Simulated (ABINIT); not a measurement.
# How the form of the self-energy moves the gap of MgO2 (R-3m)

Aim: compare treatments of exchange, screening and correlation for the gap of MgO2 (R-3m).

Main program and level: ABINIT 10.8.3; LDA and many-body steps on it, plane waves.

## Step 1: Starting point

The structure is trigonal, space group R-3m (No. 166). Conventional cell: a = 3.210 Å, b = 3.210 Å, c = 10.482 Å, α = 90.00°, β = 90.00°, γ = 120.00°. Nearest to Mg lie 6 O at 2.11 Å. Nearest to O lie 1 O at 1.49 Å and 3 Mg at 2.11 Å. Farther neighbours and most contacts between anions are not listed.

The cell and positions are those that the Materials Project relaxed with its own functionals (PBE, PBE+U or r2SCAN), kept fixed.

## Step 2: Empty states on the mesh, 4×4×4 mesh, 58 bands

This step: ABINIT 10.8.3; DFT, LDA, plane waves, norm-conserving pseudopotentials.

The sums over transitions need many empty states on a uniform mesh; this step solves for them.

Input file run.abi:

```
acell 3*1.0 Angstrom
rprim 
  1.604761016024 0.926509204586 3.493978874900
  -1.604761016024 0.926509204586 3.493978874900
  0.000000000000 -1.853018409173 3.493978874900
ntypat 2
znucl 12 8
natom 3
typat 1 2 2
xred 
  0.000000000000 0.000000000000 0.000000000000
  0.428786000000 0.428786000000 0.428786000000
  0.571214000000 0.571214000000 0.571214000000
pp_dirpath "pseudos"
pseudos "Mg.upf, O.upf"
ecut 38
ngkpt 4 4 4
nshiftk 1
shiftk 0 0 0
kptopt 1
chksymbreak 0
iscf -2
irdden 1
istwfk *1
nband 58
nbdbuf 4
tolwfr 1e-09
nstep 60
prtvol 0
indata_prefix "in"
outdata_prefix "out"
tmpdata_prefix "tmp"
```

On the command line:

```
OMP_NUM_THREADS=1 mpirun -n 4 abinit run.abi > log
```

Numbers of over 12 decimals in the logs are rounded to 6 here.

What it wrote:

```text
.Version 10.8.3 of ABINIT. v10.8.2 released Aug 2026.

 Symmetries : space group R-3 m (#166); Bravais hR (rhombohedral)
[... echo of the input left out ...]
== DATASET  1 ==================================================================
-   mpi_nproc: 4, omp_nthreads: 1 (-1 if OMP is not activated)

--- !DatasetInfo
iteration_state: {dtset: 1, }
dimensions: {natom: 3, nkpt: 13, mband: 58, nsppol: 1, nspinor: 1, nspden: 1, mpw: 2370, }
cutoff_energies: {ecut:  38.0, pawecutdg:  -1.0, }
[...]
1.96125    1.96587    2.19817    2.21819    2.21819    2.23029    2.23327    2.23327
   2.30829    2.30829    2.37346    2.40872    2.49015    2.49015    2.54764    2.54764
   2.61786    2.61887
 prteigrs : prtvol=0 or 1, do not print more k-points.

== END DATASET(S) ==============================================================
================================================================================

 -outvars: echo values of variables after computation  --------
            nband          58
             nkpt          13
          spgroup         166
 [... the other variables as echoed above ...]

 Calculation completed.
```

Run time: 25 s. Hardware: 4 MPI ranks of Arm Neoverse N1, shared host; peak memory 0.28 GiB; 1.7 min of CPU time.

Numbers from this step:

```
gap                                                           : 2.137 eV
k of the valence top                                          : 0.5, 0.5, 0.5
k of the conduction bottom                                    : 0.5, 0.5, 0.5
least direct gap                                              : 2.137 eV
k points computed                                             : 13
lowest point of the top converged band, above the valence top : 63.5198 eV
```

On this mesh the gap is 2.137 eV.

The density comes from a self-consistent run that is not shown.

## Step 3: Screening, 4×4×4 mesh, 54 bands, screening to 152.4 eV

The RPA dielectric matrix is built and inverted for each q.

This step: RPA screening on LDA, plane waves, norm-conserving pseudopotentials.

Changes to run.abi since step 2:

```diff
@@ -21,10 +21,11 @@
 chksymbreak 0
-iscf -2
-irdden 1
 istwfk *1
-nband 58
-nbdbuf 4
-tolwfr 1e-09
-nstep 60
-prtvol 0
+occopt 1
+irdwfk 1
+optdriver 3
+nband 54
+ecuteps 5.6
+inclvkb 2
+awtr 1
+symchi 1
 indata_prefix "in"
```

What it wrote:

```text
.Version 10.8.3 of ABINIT. v10.8.2 released Aug 2026.

 Symmetries : space group R-3 m (#166); Bravais hR (rhombohedral)
[... echo of the input left out ...]
== DATASET  1 ==================================================================
-   mpi_nproc: 4, omp_nthreads: 1 (-1 if OMP is not activated)

--- !DatasetInfo
iteration_state: {dtset: 1, }
dimensions: {natom: 3, nkpt: 13, mband: 54, nsppol: 1, nspinor: 1, nspden: 1, mpw: 2370, }
cutoff_energies: {ecut:  38.0, pawecutdg:  -1.0, }
electrons: {nelect:   2.20000000E+01, charge:   0.00000000E+00, occopt:   1.00000000E+00, tsmear:   1.00000000E-02, }

 SCREENING: Calculation of the susceptibility and dielectric matrices

 Based on a program developped by R.W. Godby, V. Olevano, G. Onida, and L. Reining.
 Incorporated in ABINIT by V. Olevano, G.-M. Rignanese, and M. Torrent.
.Using double precision arithmetic ; gwpc =  8

[... cell and pseudopotentials left out ...]
--------------------------------------------------------------------------------

 ==== K-mesh for the wavefunctions ====
 Number of points in the irreducible wedge :    13
[... list of points left out ...]
 Together with 12 symmetry operations and time-reversal symmetry
 yields    64 points in the full Brillouin Zone.

 ==== Q-mesh for the screening function ====
 Number of points in the irreducible wedge :    13
[... list of points left out ...]
 Together with 12 symmetry operations and time-reversal symmetry
 yields    64 points in the full Brillouin Zone.

 setmesh: FFT mesh size selected  =    30x   30x   30
          total number of points  =        27000

 vcoul_init : cutoff-mode = AUXILIARY_FUNCTION
 q-points for optical limit:   1
     1)      0.000010    0.000020    0.000030

- screening: taking advantage of time-reversal symmetry
- Maximum band index for partially occupied states nbvw = 11
- Remaining bands to be divided among processors   nbcw = 43
- Number of bands treated by each node ~10

 Number of electrons calculated from density =   22.0000; Expected =   22.0000
 average of density, n =  0.104591
 r_s =    1.3167
 omega_plasma =   31.1963 [eV]

 calculating chi0 at frequencies [eV] :
  1    0.000000E+00    0.000000E+00
  2    0.000000E+00    3.119628E+01

--------------------------------------------------------------------------------
  q-point number  1        q = ( 0.000000, 0.000000, 0.000000) [r.l.u.]
--------------------------------------------------------------------------------
[... chi0 elements left out ...]
 For q-point:  0.000010 0.000020 0.000030
  dielectric constant =   3.5303
  dielectric constant without local fields =   3.8822

  Average fulfillment of the sum rule on Im[epsilon] for q-point    1 :     44.19  [%]
[... wings left out ...]
  q-point number  2        q = ( 0.250000, 0.000000, 0.000000) [r.l.u.]
--------------------------------------------------------------------------------
[... chi0 elements left out ...]
  Average fulfillment of the sum rule on Im[epsilon] for q-point    2 :     57.97  [%]

 [... 11 further q-points ...]
```

Run time: 47 s. Hardware: 4 MPI ranks; peak memory 0.8 GiB; 3.1 min of CPU time.

This step gave:

- ε∞ with local fields, on this mesh, along the program's q direction: 3.530
- the same without local fields: 3.882
- plasma frequency: 31.20 eV
- plane waves in the screening matrix: 127

Local fields lower ε∞ by 9 %. On a Γ-centred mesh this coarse the value itself is usually too large, while a short band sum pulls it down.

## Step 4: G0W0, Godby-Needs plasmon pole

The self-energy is evaluated for the states that the input lists, and the levels follow from it, in one-shot runs by the linearised quasiparticle equation.

This step: G0W0 on LDA, plane waves, norm-conserving pseudopotentials.

Changes to run.abi since step 3:

```diff
@@ -24,8 +24,17 @@
 irdwfk 1
-optdriver 3
+optdriver 4
 nband 54
+gwcalctyp 0
+ecutsigx 38
+symsigma 1
+nkptgw 2
+kptgw 
+  0.5000000000 0.5000000000 0.5000000000
+  0.0000000000 0.0000000000 0.0000000000
+bdgw 
+  10 13
+  10 13
 ecuteps 5.6
-inclvkb 2
-awtr 1
-symchi 1
+irdscr 1
+ppmodel 1
 indata_prefix "in"
```

What it wrote:

```text
.Version 10.8.3 of ABINIT. v10.8.2 released Aug 2026.

 Symmetries : space group R-3 m (#166); Bravais hR (rhombohedral)
[... echo of the input left out ...]
== DATASET  1 ==================================================================
-   mpi_nproc: 4, omp_nthreads: 1 (-1 if OMP is not activated)

--- !DatasetInfo
iteration_state: {dtset: 1, }
dimensions: {natom: 3, nkpt: 13, mband: 54, nsppol: 1, nspinor: 1, nspden: 1, mpw: 2370, }
cutoff_energies: {ecut:  38.0, pawecutdg:  -1.0, }
electrons: {nelect:   2.20000000E+01, charge:   0.00000000E+00, occopt:   1.00000000E+00, tsmear:   1.00000000E-02, }

 SIGMA: Calculation of the GW corrections

 Based on a program developped by R.W. Godby, V. Olevano, G. Onida, and L. Reining.
 Incorporated in ABINIT by V. Olevano, G.-M. Rignanese, and M. Torrent.
.Using double precision arithmetic ; gwpc =  8

[... cell and pseudopotentials left out ...]
--------------------------------------------------------------------------------

 ==== K-mesh for the wavefunctions ====
 Number of points in the irreducible wedge :    13
[... list of points left out ...]
 Together with 12 symmetry operations and time-reversal symmetry
 yields    64 points in the full Brillouin Zone.

 ==== Q-mesh for screening function ====
 Number of points in the irreducible wedge :    13
[... list of points left out ...]
 Together with 12 symmetry operations and time-reversal symmetry
 yields    64 points in the full Brillouin Zone.

 vcoul_init : cutoff-mode = AUXILIARY_FUNCTION
 q-points for optical limit:   1
     1)      0.000010    0.000020    0.000030
 setmesh: FFT mesh size selected  =    45x   45x   45
          total number of points  =        91125

 Number of electrons calculated from density =   22.0000; Expected =   22.0000
 average of density, n =  0.104591
 r_s =    1.3167
 omega_plasma =   31.1963 [eV]

 === KS Band Gaps ===
  >>>> For spin  1
   Minimum direct gap =   2.1369 [eV], located at k-point      :   0.5000  0.5000  0.5000
   Fundamental gap    =   2.1369 [eV], Top of valence bands at :   0.5000  0.5000  0.5000
                                       Bottom of conduction at :   0.5000  0.5000  0.5000
 SIGMA fundamental parameters:
 PLASMON POLE MODEL  1
 number of plane-waves for SigmaX                 2365
 number of plane-waves for SigmaC and W            127
 number of plane-waves for wavefunctions          2365
 number of bands                                    54
 number of independent spin polarizations            1
 number of spinorial components                      1
 number of k-points in IBZ                          13
 number of q-points in IBZ                          13
 number of symmetry operations                      12
 number of k-points in BZ                           64
 number of q-points in BZ                           64
 number of frequencies for dSigma/dE                 9
 frequency step for dSigma/dE [eV]                0.25
 number of omega for Sigma on real axis              0
 max omega for Sigma on real axis  [eV]           0.00
 zcut for avoiding poles [eV]                     0.10

 EPSILON^-1 parameters (SCR file):
 dimension of the eps^-1 matrix on file            127
 dimension of the eps^-1 matrix used               127
 number of plane-waves for wavefunctions          2365
 number of bands                                    54
 number of q-points in IBZ                          13
 number of frequencies                               2
 number of real frequencies                          1
 number of imag frequencies                          1

 matrix elements of self-energy operator (all in [eV])

 Perturbative Calculation

--- !SelfEnergy_ee
iteration_state: {dtset: 1, }
kpoint     : [   0.500,    0.500,    0.500, ]
spin       : 1
KS_gap     :    2.137
QP_gap     :    5.008
Delta_QP_KS:    2.872
data: !SigmaeeData |
     Band     E0 <VxcDFT>   SigX SigC(E0)      Z dSigC/dE  Sig(E)    E-E0       E
       10   3.180 -20.478 -26.426   4.803   0.792  -0.262 -21.385  -0.907   2.273
       11   3.180 -20.478 -26.426   4.803   0.792  -0.262 -21.385  -0.907   2.273
       12   5.317 -18.094 -12.146  -3.518   0.808  -0.237 -16.130   1.965   7.281
       13   7.912  -9.710  -4.418  -3.710   0.862  -0.160  -8.346   1.364   9.275

--- !SelfEnergy_ee
iteration_state: {dtset: 1, }
kpoint     : [   0.000,    0.000,    0.000, ]
spin       : 1
KS_gap     :    5.188
QP_gap     :    7.581
Delta_QP_KS:    2.394
data: !SigmaeeData |
     Band     E0 <VxcDFT>   SigX SigC(E0)      Z dSigC/dE  Sig(E)    E-E0       E
       10   2.378 -19.584 -25.760   4.875   0.790  -0.266 -20.612  -1.028   1.350
       11   2.378 -19.584 -25.760   4.875   0.790  -0.266 -20.612  -1.028   1.350
       12   7.566 -11.433  -6.289  -3.544   0.854  -0.171 -10.067   1.366   8.932
       13   7.794 -20.079 -12.512  -4.415   0.755  -0.324 -17.698   2.381  10.175

== END DATASET(S) ==============================================================
================================================================================

 -outvars: echo values of variables after computation  --------
           etotal      0.0000000000E+00
            nband          54
             nkpt          13
          spgroup         166
 [... the other variables as echoed above ...]

 Calculation completed.
```

Wall time 6.5 s (4 MPI ranks); peak memory 0.7 GiB; 26 s of CPU time.

Numbers from this step:

- G0W0 gap on the points computed: 5.008 eV
- starting gap on the mesh: 2.137 eV
- k of the valence top: 0.5, 0.5, 0.5
- k of the conduction bottom: 0.5, 0.5, 0.5
- Z at the valence top: 0.792
- Z at the conduction bottom: 0.808
- least direct G0W0 gap on the computed points: 5.008 eV

The gap on the mesh goes from 2.14 eV to 5.01 eV, a correction of +2.87 eV.

## Step 5: G0W0, Hybertsen-Louie plasmon pole

Changes to run.abi since step 4:

```diff
@@ -38,3 +38,3 @@
 irdscr 1
-ppmodel 1
+ppmodel 2
 indata_prefix "in"
```

What it wrote:

```text
.Version 10.8.3 of ABINIT. v10.8.2 released Aug 2026.

 Symmetries : space group R-3 m (#166); Bravais hR (rhombohedral)
[... echo of the input left out ...]
== DATASET  1 ==================================================================
-   mpi_nproc: 4, omp_nthreads: 1 (-1 if OMP is not activated)

--- !DatasetInfo
iteration_state: {dtset: 1, }
dimensions: {natom: 3, nkpt: 13, mband: 54, nsppol: 1, nspinor: 1, nspden: 1, mpw: 2370, }
cutoff_energies: {ecut:  38.0, pawecutdg:  -1.0, }
electrons: {nelect:   2.20000000E+01, charge:   0.00000000E+00, occopt:   1.00000000E+00, tsmear:   1.00000000E-02, }

 SIGMA: Calculation of the GW corrections

 Based on a program developped by R.W. Godby, V. Olevano, G. Onida, and L. Reining.
 Incorporated in ABINIT by V. Olevano, G.-M. Rignanese, and M. Torrent.
.Using double precision arithmetic ; gwpc =  8

[... cell and pseudopotentials left out ...]
--------------------------------------------------------------------------------

 ==== K-mesh for the wavefunctions ====
 Number of points in the irreducible wedge :    13
[... list of points left out ...]
 Together with 12 symmetry operations and time-reversal symmetry
 yields    64 points in the full Brillouin Zone.

 ==== Q-mesh for screening function ====
 Number of points in the irreducible wedge :    13
[... list of points left out ...]
 Together with 12 symmetry operations and time-reversal symmetry
 yields    64 points in the full Brillouin Zone.

 vcoul_init : cutoff-mode = AUXILIARY_FUNCTION
 q-points for optical limit:   1
     1)      0.000010    0.000020    0.000030
 setmesh: FFT mesh size selected  =    45x   45x   45
          total number of points  =        91125

 Number of electrons calculated from density =   22.0000; Expected =   22.0000
[...]
number of omega for Sigma on real axis              0
 max omega for Sigma on real axis  [eV]           0.00
 zcut for avoiding poles [eV]                     0.10

 EPSILON^-1 parameters (SCR file):
 dimension of the eps^-1 matrix on file            127
 dimension of the eps^-1 matrix used               127
 number of plane-waves for wavefunctions          2365
 number of bands                                    54
 number of q-points in IBZ                          13
 number of frequencies                               2
 number of real frequencies                          1
 number of imag frequencies                          1

 matrix elements of self-energy operator (all in [eV])

 Perturbative Calculation

--- !SelfEnergy_ee
iteration_state: {dtset: 1, }
kpoint     : [   0.500,    0.500,    0.500, ]
spin       : 1
KS_gap     :    2.137
QP_gap     :    5.357
Delta_QP_KS:    3.220
data: !SigmaeeData |
     Band     E0 <VxcDFT>   SigX SigC(E0)      Z dSigC/dE  Sig(E)    E-E0       E
       10   3.180 -20.478 -26.426   4.462   0.845  -0.184 -21.733  -1.255   1.924
       11   3.180 -20.478 -26.426   4.462   0.845  -0.184 -21.733  -1.255   1.924
       12   5.317 -18.094 -12.146  -3.654   0.856  -0.168 -16.130   1.965   7.282
[...]
--- !SelfEnergy_ee
iteration_state: {dtset: 1, }
kpoint     : [   0.000,    0.000,    0.000, ]
spin       : 1
KS_gap     :    5.188
QP_gap     :    7.692
Delta_QP_KS:    2.504
data: !SigmaeeData |
     Band     E0 <VxcDFT>   SigX SigC(E0)      Z dSigC/dE  Sig(E)    E-E0       E
[...]
12   7.566 -11.433  -6.289  -3.932   0.902  -0.109 -10.340   1.093   8.659
       13   7.794 -20.079 -12.512  -4.293   0.829  -0.206 -17.364   2.715  10.509

== END DATASET(S) ==============================================================
================================================================================

 -outvars: echo values of variables after computation  --------
           etotal      0.0000000000E+00
            nband          54
             nkpt          13
          spgroup         166
 [... the other variables as echoed above ...]

 Calculation completed.
```

Run time: 6.5 s. Hardware: 4 MPI ranks; peak memory 0.69 GiB; 26 s of CPU time.

This step gave:

| Quantity | Value |
| --- | --- |
| G0W0 gap on the points computed | 5.358 eV |
| starting gap on the mesh | 2.137 eV |
| k of the valence top | 0.5, 0.5, 0.5 |
| k of the conduction bottom | 0.5, 0.5, 0.5 |
| Z at the valence top | 0.845 |
| Z at the conduction bottom | 0.856 |
| least direct G0W0 gap on the computed points | 5.358 eV |

Against G0W0 in ABINIT (4×4×4 mesh, 54 bands, screening to 152.4 eV, Godby-Needs plasmon pole), the gap moves by +0.350 eV.

## Step 6: G0W0, von der Linden-Horsch plasmon pole

Changes to run.abi since step 5:

```diff
@@ -38,3 +38,3 @@
 irdscr 1
-ppmodel 2
+ppmodel 3
 indata_prefix "in"
```

What it wrote:

```text
.Version 10.8.3 of ABINIT. v10.8.2 released Aug 2026.

 Symmetries : space group R-3 m (#166); Bravais hR (rhombohedral)
[... echo of the input left out ...]
== DATASET  1 ==================================================================
-   mpi_nproc: 4, omp_nthreads: 1 (-1 if OMP is not activated)

--- !DatasetInfo
iteration_state: {dtset: 1, }
dimensions: {natom: 3, nkpt: 13, mband: 54, nsppol: 1, nspinor: 1, nspden: 1, mpw: 2370, }
cutoff_energies: {ecut:  38.0, pawecutdg:  -1.0, }
[...]
Band     E0 <VxcDFT>   SigX SigC(E0)      Z dSigC/dE  Sig(E)    E-E0       E
[...]
12   7.566 -11.433  -6.289  -3.815   0.914  -0.094 -10.218   1.215   8.780
       13   7.794 -20.079 -12.512  -4.356   0.864  -0.157 -17.304   2.775  10.569

== END DATASET(S) ==============================================================
================================================================================

 -outvars: echo values of variables after computation  --------
           etotal      0.0000000000E+00
            nband          54
             nkpt          13
          spgroup         166
 [... the other variables as echoed above ...]

 Calculation completed.
```

Wall time 5.4 s (4 MPI ranks); peak memory 0.68 GiB; 21 s of CPU time.

Numbers from this step:

| Quantity | Value |
| --- | --- |
| G0W0 gap on the points computed | 5.285 eV |
| starting gap on the mesh | 2.137 eV |
| k of the valence top | 0.5, 0.5, 0.5 |
| k of the conduction bottom | 0.5, 0.5, 0.5 |
| least direct G0W0 gap on the computed points | 5.285 eV |

Against G0W0 in ABINIT (4×4×4 mesh, 54 bands, screening to 152.4 eV, Godby-Needs plasmon pole), the gap moves by +0.277 eV.

(Continued in part 2 of 3.)

[Paths, hosts, dates, memory and timing lines, banners, echoed tables and standing remarks are left out of the program output.]

[Logs are printed without paths, hosts, clocks, repeated set-up lines and the standing remarks that a program may print on its own settings, such as how far it seeks lower states.]

[Runs of the session that timed out or met a known fault of the program may be left out.]

[No measured gap is set beside runs whose start may be inverted or whose files or cutoffs have a known fault.]

[Hosts, paths, dates, database ids (printed as entryN), source tags and the programs' standing remarks are cut or masked in the printed files.]

[G0W0 gaps are taken among the corrected bands and points alone; a level outside them can change the order at an edge.]

[Where Ansatz stands beside ABINIT at settings called matched, ABINIT's density can come from a denser mesh and the files from another edition; pairs whose starting gaps differed by over 0.03 eV were left out, so agreement reads better than it is.]
